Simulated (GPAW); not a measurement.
# Ballistic transport through a Ru chain with CO on top of one atom, from relaxation to T(E), part 2 of 2

How well does a Ru chain with CO on top of one atom conduct once its atoms have relaxed, and how much do cheaper levels lose?

GPAW 26.7.0; GPAW LCAO, PAW setups; relaxation of the junction within the symmetry of its start, lead ends held (the session's first sound run).

So far, transmission at the Fermi level (one spin): step 3 (GPAW, dzp, PBE, GPAW) 2.93; step 4 (basis szp(dzp), PBE, GPAW) 2.86; step 5 (basis sz(dzp), PBE, GPAW) 2.86; step 6 (LDA) 2.99.

## 7. Without the relaxation: geometry = "as built"

Level of this step: GPAW LCAO, PAW setups; Landauer transmission from Green's functions with principal layers (ASE), zero bias (GPAW).

The dzp basis with PBE on the structure as first built shows what the relaxation was worth.

run.py reads:

```python
import json
import numpy as np
from ase import Atoms
from ase.transport.calculators import TransportCalculator
from gpaw import GPAW, FermiDirac
from gpaw.lcao.tools import get_lcao_hamiltonian
from scipy.linalg import eigh

# The junction with lead layers at both ends, along the third cell vector
device = Atoms(
    ['Ru', 'Ru', 'Ru', 'Ru', 'Ru', 'Ru', 'Ru', 'Ru', 'Ru', 'C', 'O', 'Ru', 'Ru', 'Ru', 'Ru', 'Ru', 'Ru', 'Ru', 'Ru'],
    positions=[
        [4.50000, 4.50000, 1.12500],
        [4.50000, 4.50000, 3.37500],
        [4.50000, 4.50000, 5.62500],
        [4.50000, 4.50000, 7.87500],
        [4.50000, 4.50000, 10.12500],
        [4.50000, 4.50000, 12.37500],
        [4.50000, 4.50000, 14.62500],
        [4.50000, 4.50000, 16.87500],
        [4.50000, 4.50000, 19.12500],
        [6.13350, 4.50000, 19.12500],
        [7.29350, 4.50000, 19.12500],
        [4.50000, 4.50000, 21.37500],
        [4.50000, 4.50000, 23.62500],
        [4.50000, 4.50000, 25.87500],
        [4.50000, 4.50000, 28.12500],
        [4.50000, 4.50000, 30.37500],
        [4.50000, 4.50000, 32.62500],
        [4.50000, 4.50000, 34.87500],
        [4.50000, 4.50000, 37.12500]],
    cell=[[9.0, 0.0, 0.0], [0.0, 9.0, 0.0], [0.0, 0.0, 38.25]],
    pbc=True)

# One principal layer of the lead: the first 5 atoms of the device
lead = Atoms(
    ['Ru', 'Ru', 'Ru', 'Ru', 'Ru'],
    positions=[
        [4.50000, 4.50000, 1.12500],
        [4.50000, 4.50000, 3.37500],
        [4.50000, 4.50000, 5.62500],
        [4.50000, 4.50000, 7.87500],
        [4.50000, 4.50000, 10.12500]],
    cell=[[9.0, 0.0, 0.0], [0.0, 9.0, 0.0], [0.0, 0.0, 11.25]],
    pbc=True)

settings = dict(mode='lcao', basis='dzp', xc='PBE', h=0.18,
                occupations=FermiDirac(0.1), maxiter=250,
                mixer=dict(beta=0.1, nmaxold=8, weight=100.0),
                convergence=dict(density=0.0001))
energies = np.arange(-2, 2 + 1e-9, 0.025)
eta = 0.0001
n1, n2 = 1, 1
# k and -k transmit alike, so half of the mesh across the current serves
mesh = [(i, j) for i in range(n1) for j in range(n2) if (i, j) <= (-i % n1, -j % n2)]
weights = np.array([1 if (i, j) == (-i % n1, -j % n2) else 2 for i, j in mesh]) / (n1 * n2)

# [... helper functions left out ...]
fermi_lead = ground_state(lead, (1, 1, 10), 'lead.txt')
fermi_device = ground_state(device, (1, 1, 2), 'device.txt')
# [... loop over the mesh left out, but for ...]
        # Shift the lead onto the potential of the device's first layer
        shift = ((H[:, 0, 0] - H0[:, 0, 0]) / S0[0, 0]).real.mean()
# [...]
kT = 8.617333e-5 * 300
bias = [0.1, 0.2, 0.5, 1.0, 1.5, 2.0]
# [... integrals and printing left out ...]
```

Launch:

```bash
OMP_NUM_THREADS=1 OPENBLAS_NUM_THREADS=1 python run.py
```

The log of the run:

```text
basis functions: device 519, principal layer 145
Fermi level: lead -3.4327 eV, device -3.3825 eV; lead shifted by -0.0010 eV
largest coupling past the next layer 2.00e-05 eV, largest misfit of the first layer 0.013 eV
  E-E_F (eV)   T (one spin)  [channel counts left out]
    -2.000    2.7485e+00
    -1.975    2.7503e+00
    -1.950    2.7521e+00
[...]
1.975    2.5700e+00
     2.000    2.5532e+00
conductance at 300 K: 3.9628 G0 a cell; thermopower 0.7246 uV/K
current from the zero-bias T(E) at 0.1 V: 30.682 uA
current from the zero-bias T(E) at 0.2 V: 61.237 uA
current from the zero-bias T(E) at 0.5 V: 150.84 uA
current from the zero-bias T(E) at 1.0 V: 291.95 uA
current from the zero-bias T(E) at 1.5 V: 427.51 uA
current from the zero-bias T(E) at 2.0 V: 558.34 uA
```

Wall time 8 min (1 thread of Arm Neoverse V1, shared host); peak memory 2.3 GiB.

This step gave:

- conductance: 3.963 G₀
- largest coupling past the next principal layer: 2.00e-5 eV
- largest misfit of the first principal layer: 0.01258 eV
- shift that aligns the lead: -0.001042 eV
- transmission at the Fermi level (one spin): 3.970

The conductance, 3.96 G₀, lies 35 % above that of the dzp run.

## 8. The ladder

Times are for 1 thread of Arm Neoverse V1, shared host. The series side by side:

```tsv
no.	run	conductance (G₀)	time	memory (GiB)
1	dzp	2.934	8.2 min	2.3
2	szp	2.857	4.8 min	2.2
3	sz	2.865	3.5 min	2.0
4	dzp LDA	2.989	6.9 min	2.3
5	asbuilt	3.963	8 min	2.3
```

## 9. The levels side by side

The curves are compared point by point over the common energies.

This step: comparison of transmission and cost over codes, levels and geometry (GPAW 26.7.0).

Ladder, by row:

```tsv
step	code	T at the Fermi level (sum over the listed spins)	conductance (G0)	r.m.s. T(E) from the first	wall time (s)	peak memory (GiB)	threads
dzp	GPAW	2.933	2.934	0	493.8	2.28	1
szp	GPAW	2.856	2.857	0.1442	288.9	2.16	1
sz	GPAW	2.864	2.865	0.1351	207.3	2.05	1
dzp-LDA	GPAW	2.988	2.989	0.07477	414.6	2.28	1
asbuilt	GPAW	3.97	3.963	1.4	481.1	2.28	1
```

Transmission, zone mean, sum over the listed spins against energy, zero at the Fermi level:

```tsv
energy (eV)	dzp	szp	sz	dzp-LDA	asbuilt
-2.000	1.36	1.23	1.30	1.40	2.75
-1.800	1.55	1.21	1.22	1.60	2.76
-1.600	1.18	1.36	1.38	1.25	2.78
-1.400	1.77	1.86	1.86	1.73	2.81
-1.300	2.01	1.99	1.99	2.73	2.79
-1.250	2.47	2.02	2.00	2.11	3.86
-1.200	1.93	1.74	1.65	1.96	3.18
-1.000	1.93	1.78	1.79	1.96	3.54
-0.800	2.33	2.17	2.21	2.36	3.63
-0.600	3.01	2.87	2.91	3.02	3.71
-0.400	3.37	3.29	3.29	3.37	3.80
-0.350	3.40	3.33	3.33	3.40	3.83
-0.325	3.39	3.33	3.33	3.40	3.84
-0.200	3.24	3.17	3.18	3.28	3.92
0.000	2.93	2.86	2.86	2.99	3.97
0.200	2.62	2.52	2.55	2.67	3.76
0.400	2.26	2.28	2.26	2.24	3.44
0.450	2.29	2.27	2.28	2.29	3.40
0.600	1.86	1.75	1.79	1.89	3.31
0.800	1.41	1.34	1.35	1.43	3.20
1.000	1.24	1.17	1.18	1.25	3.09
1.200	1.16	1.09	1.10	1.17	2.99
1.400	1.12	1.06	1.06	1.13	2.89
1.600	1.08	1.03	1.03	1.08	2.77
1.800	1.03	0.999	1.03	1.04	2.65
2.000	0.821	0.776	0.887	0.875	2.55
```

## 10. Other settings

One more run, with changed settings.

This step: GPAW LCAO, PAW setups; Landauer transmission from Green's functions with principal layers (ASE), zero bias (GPAW 26.7.0).

run.py: that of step 7 with these lines changed.

```diff
@@ -19,7 +19,7 @@
         [4.50000, 4.50000, 14.62500],
-        [4.50000, 4.50000, 16.87500],
-        [4.50000, 4.50000, 19.12500],
-        [6.13350, 4.50000, 19.12500],
-        [7.29350, 4.50000, 19.12500],
-        [4.50000, 4.50000, 21.37500],
+        [5.44360, 4.50000, 16.65839],
+        [4.79401, 4.50000, 19.12500],
+        [6.59243, 4.50000, 19.12500],
+        [7.78810, 4.50000, 19.12500],
+        [5.44360, 4.50000, 21.59161],
         [4.50000, 4.50000, 23.62500],
@@ -47,3 +47,3 @@
 settings = dict(mode='lcao', basis='dzp', xc='PBE', h=0.18,
-                occupations=FermiDirac(0.1), maxiter=250,
+                occupations=FermiDirac(0.1), maxiter=3,
                 mixer=dict(beta=0.1, nmaxold=8, weight=100.0),
```

The log of the run:

```text
gpaw.KohnShamConvergenceError
```

Wall time 13 s (1 thread); peak memory 0.7 GiB.

The run stopped without converging, so none of its numbers is a property of the system.

The fault put into the input: too few SCF iterations (maxiter = 3).

## 11. What came out

```yaml
conductance: 2.93 G₀
transmission_at_the_fermi_level_mean_of_the_spins: 2.93
thermopower: 3.18 μV/K
```

In the dzp basis the junction conducts 2.93 G₀ at 300 K, with T = 2.93 a spin at the Fermi level; the sz basis reaches that conductance within 10 %. Relaxation moved atoms by up to 0.97 Å and took the conductance from 3.96 to 2.93 G₀, as a ratio a larger change than the step from dzp to the minimal basis. At the Fermi level the three most open eigenchannels pass 1.00, 0.98 and 0.65. Measured against the first run (dzp), the nearest curve is that of dzp-LDA (r.m.s. 0.075) and the farthest that of asbuilt (1.4). Over the compared runs wall time goes from 207 s (sz) to 494 s (dzp), on a shared host. The leads kept an estimated spacing and the cell its length, so the junction may be under some tension or compression. The geometry comes from the orbital basis, which tends to overbind, and kept the symmetry of the start, so a structure of lower symmetry may lie lower. The run had no spin polarisation, so a magnetic state, which chains and small molecules with open shells often have, wasn't tested. An evenly spaced straight chain is an idealisation: free chains tend to dimerise, zigzag or, where a band edge lies near the Fermi level, turn magnetic. The currents use the zero-bias T(E) throughout, which holds only while the bias is small against the distance to the nearest feature.

[Logs are printed without paths, hosts, clocks, repeated set-up lines and the standing remarks that a program may print on its own settings, such as how far it seeks lower states.]

[Hosts, paths, dates, database ids (printed as entryN), source tags and the programs' standing remarks are cut or masked in the printed files.]
